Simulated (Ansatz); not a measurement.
Planning a run of Ansatz 0.2.0 on BaTlI3 (cubic perovskite) (Pm-3m). The input:

The structure was built from a prototype and need not be the compound's stable phase.

```yaml
crystal:
  lattice:
    - [6.5717449587, 0.0, 0.0]
    - [0.0, 6.5717449587, 0.0]
    - [0.0, 0.0, 6.5717449587]
  atoms:
    - { symbol: Tl, position: [0.0, 0.0, 0.0] }
    - { symbol: Ba, position: [0.5, 0.5, 0.5] }
    - { symbol: I, position: [0.5, 0.5, 0.0] }
    - { symbol: I, position: [0.5, 0.0, 0.5] }
    - { symbol: I, position: [0.0, 0.5, 0.5] }
kpoints:
  mp_grid: { grid: [4, 4, 4] }
hamiltonian:
  xc: pbesol
scf:
  occupations: { method: fixed }
dielectric: {}
```

```sh
ansatz run input.yaml --threads 4 --pin off --max-ram 17510MiB --backend cpu --events-out ev --progress --plain --runs-dir out
```

How long will it take on 4 threads of Arm Neoverse V2, shared host, and how much memory?

It took 40 s; on shared hardware allow 20 s to 81 s. Peak host memory was 1.5 GiB.

[Paths, hosts, dates, memory and timing lines, banners, echoed tables and standing remarks are left out of the program output.]

[Logs are printed without paths, hosts, clocks, repeated set-up lines and the standing remarks that a program may print on its own settings, such as how far it seeks lower states.]

[Runs of the session that timed out or met a known fault of the program may be left out.]

[Cells called generated may have been cut or substituted from an entry of the Crystallography Open Database or the Materials Project.]

[Hosts, paths, dates, database ids (printed as entryN), source tags and the programs' standing remarks are cut or masked in the printed files.]
